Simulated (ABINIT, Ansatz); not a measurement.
# Quasiparticle gap of CdTe (F-43m) in ABINIT, part 2 of 3

Wanted: ground state, empty states, screening and self-energy for CdTe (F-43m).

ABINIT 10.8.3; PBE and many-body steps on it, plane waves. Known limits of the many-body steps: not at the basis limit; exchange with frozen shells missing; mesh may overstate the screening; no spin-orbit coupling; coarse k mesh.

So far. Step 2 (Ground state): The gap is direct, at Γ.

**3. Bands along the symmetry lines**

Level of this step: DFT, PBE, plane waves, norm-conserving pseudopotentials (ABINIT).

Levels along a band path, at the cheap level, show where the edges lie and whether the meshes to come will hold them.

Contents of run.abi:

```
acell 3*1.0 Angstrom
rprim 
  0.000000000000 3.240000000000 3.240000000000
  3.240000000000 0.000000000000 3.240000000000
  3.240000000000 3.240000000000 0.000000000000
ntypat 2
znucl 48 52
natom 2
typat 1 2
xred 
  0.000000000000 0.000000000000 0.000000000000
  0.250000000000 0.250000000000 0.250000000000
pp_dirpath "pseudos"
pseudos "Cd.upf, Te.upf"
ecut 47
iscf -2
irdden 1
kptopt 0
nkpt 50
kpt 
  0.00000000 0.00000000 0.00000000
  -0.06250000 -0.06250000 0.00000000
  -0.12500000 -0.12500000 0.00000000
  -0.18750000 -0.18750000 0.00000000
  -0.25000000 -0.25000000 0.00000000
  -0.31250000 -0.31250000 0.00000000
  -0.37500000 -0.37500000 0.00000000
  -0.43750000 -0.43750000 0.00000000
  -0.50000000 -0.50000000 0.00000000
  -0.48437500 -0.48437500 0.03125000
  -0.46875000 -0.46875000 0.06250000
  -0.45312500 -0.45312500 0.09375000
  -0.43750000 -0.43750000 0.12500000
  -0.42187500 -0.42187500 0.15625000
  -0.40625000 -0.40625000 0.18750000
  -0.39062500 -0.39062500 0.21875000
  -0.37500000 -0.37500000 0.25000000
  -0.37500000 0.00000000 0.37500000
  -0.32812500 0.00000000 0.32812500
  -0.28125000 0.00000000 0.28125000
  -0.23437500 0.00000000 0.23437500
  -0.18750000 0.00000000 0.18750000
  -0.14062500 0.00000000 0.14062500
  -0.09375000 0.00000000 0.09375000
  -0.04687500 0.00000000 0.04687500
  0.00000000 0.00000000 0.00000000
  0.00000000 0.00000000 0.06250000
  0.00000000 0.00000000 0.12500000
  0.00000000 0.00000000 0.18750000
  0.00000000 0.00000000 0.25000000
  0.00000000 0.00000000 0.31250000
  0.00000000 0.00000000 0.37500000
  0.00000000 0.00000000 0.43750000
  0.00000000 0.00000000 0.50000000
  -0.06250000 -0.03125000 0.46875000
  -0.12500000 -0.06250000 0.43750000
  -0.18750000 -0.09375000 0.40625000
  -0.25000000 -0.12500000 0.37500000
  -0.31250000 -0.15625000 0.34375000
  -0.37500000 -0.18750000 0.31250000
  -0.43750000 -0.21875000 0.28125000
  -0.50000000 -0.25000000 0.25000000
  -0.50000000 -0.28125000 0.21875000
  -0.50000000 -0.31250000 0.18750000
  -0.50000000 -0.34375000 0.15625000
  -0.50000000 -0.37500000 0.12500000
  -0.50000000 -0.40625000 0.09375000
  -0.50000000 -0.43750000 0.06250000
  -0.50000000 -0.46875000 0.03125000
  -0.50000000 -0.50000000 0.00000000
istwfk *1
nband 25
nbdbuf 2
tolwfr 1e-08
nstep 40
prtwf 0
prtvol 0
indata_prefix "in"
outdata_prefix "out"
tmpdata_prefix "tmp"
```

Command:

```sh
OMP_NUM_THREADS=1 mpirun -n 8 abinit run.abi > log
```

Numbers of over 12 decimals in the logs are rounded to 6 here.

Log:

```text
.Version 10.8.3 of ABINIT. v10.8.2 released Aug 2026.

 Symmetries : space group F-4 3 m (#216); Bravais cF (face-center cubic)
[... echo of the input left out ...]
== DATASET  1 ==================================================================
-   mpi_nproc: 8, omp_nthreads: 1 (-1 if OMP is not activated)

--- !DatasetInfo
iteration_state: {dtset: 1, }
dimensions: {natom: 2, nkpt: 50, mband: 25, nsppol: 1, nspinor: 1, nspden: 1, mpw: 7120, }
cutoff_energies: {ecut:  47.0, pawecutdg:  -1.0, }
electrons: {nelect:   3.60000000E+01, charge:   0.00000000E+00, occopt:   1.00000000E+00, tsmear:   1.00000000E-02, }

 Real(R)+Recip(G) space primitive vectors, cartesian coordinates (Bohr,Bohr^-1):
 R(1)=  0.0000000  6.1227126  6.1227126  G(1)= -0.0816631  0.0816631  0.0816631
 R(2)=  6.1227126  0.0000000  6.1227126  G(2)=  0.0816631 -0.0816631  0.0816631
 R(3)=  6.1227126  6.1227126  0.0000000  G(3)=  0.0816631  0.0816631 -0.0816631
 Unit cell volume ucvol=  4.5905173E+02 bohr^3
 Angles (23,13,12)=  6.00000000E+01  6.00000000E+01  6.00000000E+01 degrees

 getcut: wavevector=  0.0000  0.0000  0.0000  ngfft=  54  54  54
         ecut(hartree)=     47.000   => boxcut(ratio)=   2.02148

--- Pseudopotential description ------------------------------------------------
- Cd Generated using ONCVPSP code by D. R. Hamann
- 48.00000  20.00000  171031                  znucl, zion, pspdat
12 -101130 2 -1 1368                          pspcod,pspxc,lmax,lloc,mmax
     nproj     2     2     2
  pspatm : epsatm=   23.16453630
         --- l  ekb(1:nproj) -->
             0   51.917189    3.534234
             1    8.636196    1.282240
             2    0.687672   -0.678465
 pspatm: atomic psp has been read  and splines computed

- Te Generated using ONCVPSP code by D. R. Hamann
- 52.00000  16.00000  171031                  znucl, zion, pspdat
12 -101130 2 -1 1294                          pspcod,pspxc,lmax,lloc,mmax
     nproj     2     2     2
  pspatm : epsatm=   36.72599971
         --- l  ekb(1:nproj) -->
[...]
pspatm: atomic psp has been read  and splines computed

--------------------------------------------------------------------------------

================================================================================
 prteigrs : about to open file out_EIG
 Non-SCF case, kpt    1 (  0.00000  0.00000  0.00000), residuals and eigenvalues=
  7.85E-09  1.93E-09  4.36E-09  7.44E-09  1.94E-09  2.83E-09  8.17E-09  2.66E-09
  7.39E-09  8.25E-09  1.95E-09  4.50E-09  5.35E-09  2.80E-09  5.77E-09  1.27E-09
  4.59E-09  7.89E-09  2.08E-09  3.79E-09  4.64E-09  9.06E-09  2.13E-09  6.40E-05
  2.93E-04
 -3.6040E+00 -2.1728E+00 -2.1728E+00 -2.1728E+00 -1.1748E+00 -1.1748E+00
 -1.1748E+00 -1.1746E+00 -1.1746E+00 -2.6004E-01 -1.5349E-01 -1.5349E-01
 -1.5349E-01 -1.4392E-01 -1.4392E-01  1.5071E-01  1.5071E-01  1.5071E-01
[...]
4.9999E-01
 Non-SCF case, kpt    2 ( -0.06250 -0.06250  0.00000), residuals and eigenvalues=
[...]
1.07E-03
[...]
Non-SCF case, kpt    3 ( -0.12500 -0.12500  0.00000), residuals and eigenvalues=
[...]
Non-SCF case, kpt   49 ( -0.50000 -0.46875  0.03125), residuals and eigenvalues=
[...]
Non-SCF case, kpt   50 ( -0.50000 -0.50000  0.00000), residuals and eigenvalues=
[...]
-1.4742E-01 -1.4277E-01 -1.2588E-01 -7.3238E-03  8.2367E-02  8.2367E-02
  2.4691E-01  2.4930E-01  4.7519E-01  4.8801E-01  4.8801E-01  5.5248E-01
[...]
--- !ResultsGS
iteration_state: {dtset: 1, }
comment   : Summary of ground state results
lattice_vectors:
- [  0.0000000,   6.1227126,   6.1227126, ]
- [  6.1227126,   0.0000000,   6.1227126, ]
- [  6.1227126,   6.1227126,   0.0000000, ]
lattice_lengths: [   8.65882,    8.65882,    8.65882, ]
lattice_angles: [ 60.000,  60.000,  60.000, ] # degrees, (23, 13, 12)
lattice_volume:   4.5905173E+02
convergence: {deltae:  0.000E+00, res2:  0.000E+00, residm:  9.967E-09, diffor:  0.000E+00, }
etotal    :  -2.80224834E+02
entropy   :   0.00000000E+00
fermie    :   1.50709394E-01
cartesian_stress_tensor: null
pressure_GPa: null
xred      :
- [  0.0000E+00,   0.0000E+00,   0.0000E+00, Cd]
- [  2.5000E-01,   2.5000E-01,   2.5000E-01, Te]
cartesian_forces: null
force_length_stats: {min: null, max: null, mean: null, }

 Integrated electronic density in atomic spheres:
 ------------------------------------------------
 Atom  Sphere_radius  Integrated_density
[...]
================================================================================

 ----iterations are completed or convergence reached----

 Mean square residual over all n,k,spin=   49.114E-10; max=  99.668E-10
 reduced coordinates (array xred) for    2 atoms
       0.000000000000      0.000000000000      0.000000000000
       0.250000000000      0.250000000000      0.250000000000

 cartesian coordinates (angstrom) at end:
    1      0.000000     0.000000     0.000000
    2      1.620000     1.620000     1.620000
 length scales=  1.889726125908  1.889726125908  1.889726125908 bohr
              =  1.000000000000  1.000000000000  1.000000000000 angstroms
 prteigrs : about to open file out_EIG
 Eigenvalues (hartree) for nkpt=  50  k points:
 kpt#   1, nband= 25, wtk=  1.00000, kpt=  0.0000  0.0000  0.0000 (reduced coord)
[...]
kpt#   2, nband= 25, wtk=  1.00000, kpt= -0.0625 -0.0625  0.0000 (reduced coord)
[...]
kpt#   3, nband= 25, wtk=  1.00000, kpt= -0.1250 -0.1250  0.0000 (reduced coord)
[...]
kpt#  49, nband= 25, wtk=  1.00000, kpt= -0.5000 -0.4687  0.0313 (reduced coord)
[...]
0.58026
 kpt#  50, nband= 25, wtk=  1.00000, kpt= -0.5000 -0.5000  0.0000 (reduced coord)
[...]
-1.17454   -0.24100   -0.14778   -0.14742   -0.14742   -0.14277   -0.12588   -0.00732
   0.08237    0.08237    0.24691    0.24930    0.47519    0.48801    0.48801    0.55248
   0.58768

== END DATASET(S) ==============================================================
================================================================================

 -outvars: echo values of variables after computation  --------
            nband          25
             nkpt          50
          spgroup         216
 [... the other variables as echoed above ...]

 Calculation completed.
```

Run time: 24 s. Hardware: 8 MPI ranks of Arm Neoverse V2, shared host; peak memory 0.7 GiB; 3.2 min of CPU time.

This step gave:

```yaml
gap: 0.7714 eV
k_of_the_valence_top: 0, 0, 0
k_of_the_conduction_bottom: 0, 0, 0
least_direct_gap: 0.7714 eV
```

The gap is 0.771 eV, as in the run before at this level.

The electronic bands at the labelled points (eV, zero at the top of the highest filled band):

| point | band 15 | band 16 | band 17 | band 18 | band 19 | band 20 | band 21 | band 22 |
| --- | --- | --- | --- | --- | --- | --- | --- | --- |
| Γ | -8.02 | 0.00 | 0.00 | 0.00 | 0.77 | 4.63 | 4.63 | 4.63 |
| halfway | -7.99 | -2.66 | -1.08 | -1.08 | 2.95 | 3.34 | 6.50 | 6.50 |
| X | -7.53 | -4.30 | -1.86 | -1.86 | 2.62 | 2.68 | 8.83 | 9.18 |
| halfway | -7.50 | -4.27 | -2.15 | -1.78 | 2.72 | 3.26 | 8.11 | 8.52 |
| U | -7.48 | -4.20 | -2.55 | -1.54 | 2.91 | 4.53 | 7.37 | 7.49 |
| jump to K | -7.48 | -4.20 | -2.55 | -1.54 | 2.91 | 4.53 | 7.37 | 7.49 |
| halfway | -7.96 | -3.01 | -1.49 | -0.45 | 2.83 | 4.90 | 5.34 | 5.46 |
| Γ | -8.02 | 0.00 | 0.00 | 0.00 | 0.77 | 4.63 | 4.63 | 4.63 |
| halfway | -8.02 | -2.72 | -0.43 | -0.43 | 2.00 | 5.18 | 5.18 | 5.37 |
| L | -7.66 | -4.42 | -0.77 | -0.77 | 1.83 | 5.21 | 5.21 | 7.10 |
| halfway | -7.57 | -4.23 | -2.06 | -1.26 | 3.24 | 4.61 | 6.00 | 7.21 |
| W | -7.44 | -4.18 | -2.32 | -2.19 | 4.26 | 4.69 | 5.59 | 6.33 |
| halfway | -7.48 | -4.24 | -2.10 | -2.04 | 3.32 | 3.32 | 7.49 | 7.57 |
| X | -7.53 | -4.30 | -1.86 | -1.86 | 2.62 | 2.68 | 8.83 | 9.18 |

The electronic bands as a text plot (rows in eV, shown from -8.0 to 6.8 only):

```
    6.5 |     ++            ++                 +         ++++
    5.8 |    +              ++++             ++      ++++ ++
    5.2 |  ++              ++++++++++      ++++++++++    +
    4.6 |++               +     ++++++++++++        ++++++++
    4.0 |  ++            +                              +++++
    3.4 |    +++++     ++   ++++                      ++     +
    2.8 |    +++++++++++++++    +                    +        +++
    2.2 |  ++                    ++++      +++++  +++
    1.5 | +                          +   ++     ++
    0.9 |+                            +++
    0.3 |
   -0.3 |****                   ***************
   -0.9 |    ***            **** **      **    *******
   -1.5 |  **   ***** ******    *  **               *****
   -2.2 |    *       ****   **** **        *          ***********
   -2.8 |     **         ***    *           *
   -3.4 |       **            **             **
   -4.0 |         ************                 **    ************
   -4.6 |                                        ****
   -5.2 |
   -5.8 |
   -6.5 |
   -7.1 |
   -7.7 |     *******************            ********************
         Γ           X  U|K            Γ         L        W     X
```

**4. Empty states on the mesh, 4×4×4 mesh, 163 bands**

The sums over transitions need many empty states on a uniform mesh; this step solves for them.

Contents of run.abi:

```
acell 3*1.0 Angstrom
rprim 
  0.000000000000 3.240000000000 3.240000000000
  3.240000000000 0.000000000000 3.240000000000
  3.240000000000 3.240000000000 0.000000000000
ntypat 2
znucl 48 52
natom 2
typat 1 2
xred 
  0.000000000000 0.000000000000 0.000000000000
  0.250000000000 0.250000000000 0.250000000000
pp_dirpath "pseudos"
pseudos "Cd.upf, Te.upf"
ecut 47
ngkpt 4 4 4
nshiftk 1
shiftk 0 0 0
kptopt 1
chksymbreak 0
iscf -2
irdden 1
istwfk *1
nband 163
nbdbuf 14
tolwfr 1e-09
nstep 60
prtvol 0
indata_prefix "in"
outdata_prefix "out"
tmpdata_prefix "tmp"
```

Log:

```text
.Version 10.8.3 of ABINIT. v10.8.2 released Aug 2026.

 Symmetries : space group F-4 3 m (#216); Bravais cF (face-center cubic)
[... echo of the input left out ...]
== DATASET  1 ==================================================================
-   mpi_nproc: 8, omp_nthreads: 1 (-1 if OMP is not activated)

--- !DatasetInfo
iteration_state: {dtset: 1, }
dimensions: {natom: 2, nkpt: 8, mband: 163, nsppol: 1, nspinor: 1, nspden: 1, mpw: 7120, }
cutoff_energies: {ecut:  47.0, pawecutdg:  -1.0, }
electrons: {nelect:   3.60000000E+01, charge:   0.00000000E+00, occopt:   1.00000000E+00, tsmear:   1.00000000E-02, }

 Real(R)+Recip(G) space primitive vectors, cartesian coordinates (Bohr,Bohr^-1):
 R(1)=  0.0000000  6.1227126  6.1227126  G(1)= -0.0816631  0.0816631  0.0816631
 R(2)=  6.1227126  0.0000000  6.1227126  G(2)=  0.0816631 -0.0816631  0.0816631
 R(3)=  6.1227126  6.1227126  0.0000000  G(3)=  0.0816631  0.0816631 -0.0816631
 Unit cell volume ucvol=  4.5905173E+02 bohr^3
 Angles (23,13,12)=  6.00000000E+01  6.00000000E+01  6.00000000E+01 degrees

 getcut: wavevector=  0.0000  0.0000  0.0000  ngfft=  54  54  54
         ecut(hartree)=     47.000   => boxcut(ratio)=   2.02148

--- Pseudopotential description ------------------------------------------------
- Cd Generated using ONCVPSP code by D. R. Hamann
- 48.00000  20.00000  171031                  znucl, zion, pspdat
12 -101130 2 -1 1368                          pspcod,pspxc,lmax,lloc,mmax
     nproj     2     2     2
  pspatm : epsatm=   23.16453630
         --- l  ekb(1:nproj) -->
             0   51.917189    3.534234
             1    8.636196    1.282240
             2    0.687672   -0.678465
 pspatm: atomic psp has been read  and splines computed

- Te Generated using ONCVPSP code by D. R. Hamann
- 52.00000  16.00000  171031                  znucl, zion, pspdat
12 -101130 2 -1 1294                          pspcod,pspxc,lmax,lloc,mmax
     nproj     2     2     2
  pspatm : epsatm=   36.72599971
         --- l  ekb(1:nproj) -->
[...]
pspatm: atomic psp has been read  and splines computed

--------------------------------------------------------------------------------

================================================================================
 prteigrs : about to open file out_EIG
 Non-SCF case, kpt    1 (  0.00000  0.00000  0.00000), residuals and eigenvalues=
  9.30E-10  3.05E-10  5.99E-10  6.26E-10  2.40E-10  2.91E-10  4.22E-10  2.37E-10
  7.21E-10  7.96E-10  1.75E-10  2.66E-10  7.75E-10  2.33E-10  6.10E-10  1.21E-10
  3.17E-10  7.26E-10  9.34E-10  1.25E-10  3.87E-10  6.34E-10  1.27E-10  9.16E-10
[...]
-3.6040E+00 -2.1728E+00 -2.1728E+00 -2.1728E+00 -1.1748E+00 -1.1748E+00
 -1.1748E+00 -1.1746E+00 -1.1746E+00 -2.6004E-01 -1.5349E-01 -1.5349E-01
 -1.5349E-01 -1.4392E-01 -1.4392E-01  1.5071E-01  1.5071E-01  1.5071E-01
[...]
3.2243E+00  3.2243E+00  3.2283E+00  3.2283E+00  3.2283E+00  3.3393E+00
  3.3764E+00  3.3867E+00  3.3873E+00  3.3881E+00  3.3884E+00  3.3908E+00
  3.3970E+00
 prteigrs : prtvol=0 or 1, do not print more k-points.

--- !ResultsGS
iteration_state: {dtset: 1, }
comment   : Summary of ground state results
lattice_vectors:
- [  0.0000000,   6.1227126,   6.1227126, ]
- [  6.1227126,   0.0000000,   6.1227126, ]
- [  6.1227126,   6.1227126,   0.0000000, ]
lattice_lengths: [   8.65882,    8.65882,    8.65882, ]
lattice_angles: [ 60.000,  60.000,  60.000, ] # degrees, (23, 13, 12)
lattice_volume:   4.5905173E+02
convergence: {deltae:  0.000E+00, res2:  0.000E+00, residm:  9.998E-10, diffor:  0.000E+00, }
etotal    :  -2.80224834E+02
entropy   :   0.00000000E+00
fermie    :   1.50709394E-01
cartesian_stress_tensor: null
pressure_GPa: null
xred      :
- [  0.0000E+00,   0.0000E+00,   0.0000E+00, Cd]
- [  2.5000E-01,   2.5000E-01,   2.5000E-01, Te]
cartesian_forces: null
force_length_stats: {min: null, max: null, mean: null, }

 Integrated electronic density in atomic spheres:
 ------------------------------------------------
 Atom  Sphere_radius  Integrated_density
[...]
================================================================================

 ----iterations are completed or convergence reached----

 Mean square residual over all n,k,spin=   47.938E-11; max=  99.984E-11
 reduced coordinates (array xred) for    2 atoms
[...]
0.250000000000      0.250000000000      0.250000000000

 cartesian coordinates (angstrom) at end:
    1      0.000000     0.000000     0.000000
    2      1.620000     1.620000     1.620000
 length scales=  1.889726125908  1.889726125908  1.889726125908 bohr
              =  1.000000000000  1.000000000000  1.000000000000 angstroms
 prteigrs : about to open file out_EIG
 Eigenvalues (hartree) for nkpt=   8  k points:
 kpt#   1, nband=163, wtk=  0.01563, kpt=  0.0000  0.0000  0.0000 (reduced coord)
[...]
3.17569    3.17569    3.18542    3.18542    3.18542    3.22427    3.22427    3.22427
   3.22828    3.22828    3.22828    3.33928    3.37643    3.38670    3.38732    3.38806
   3.38836    3.39080    3.39701
 prteigrs : prtvol=0 or 1, do not print more k-points.

== END DATASET(S) ==============================================================
================================================================================

 -outvars: echo values of variables after computation  --------
            nband         163
             nkpt           8
          spgroup         216
 [... the other variables as echoed above ...]

 Calculation completed.
```

The job ended after 47 s (8 MPI ranks; peak memory 0.82 GiB; 6.3 min of CPU time).

Numbers from this step:

```
gap                                                           : 0.7714 eV
k of the valence top                                          : 0, 0, 0
k of the conduction bottom                                    : 0, 0, 0
least direct gap                                              : 0.7714 eV
k points computed                                             : 8
lowest point of the top converged band, above the valence top : 80.6409 eV
```

On this mesh the gap is 0.771 eV.

[end of part 2 of 3]

[Paths, hosts, dates, memory and timing lines, banners, echoed tables and standing remarks are left out of the program output.]

[Logs are printed without paths, hosts, clocks, repeated set-up lines and the standing remarks that a program may print on its own settings, such as how far it seeks lower states.]

[Runs of the session that timed out or met a known fault of the program may be left out.]

[No measured gap is set beside runs whose start may be inverted or whose files or cutoffs have a known fault.]

[Hosts, paths, dates, database ids (printed as entryN), source tags and the programs' standing remarks are cut or masked in the printed files.]

[G0W0 gaps are taken among the corrected bands and points alone; a level outside them can change the order at an edge.]

[Where Ansatz stands beside ABINIT at settings called matched, ABINIT's density can come from a denser mesh and the files from another edition; pairs whose starting gaps differed by over 0.03 eV were left out, so agreement reads better than it is.]
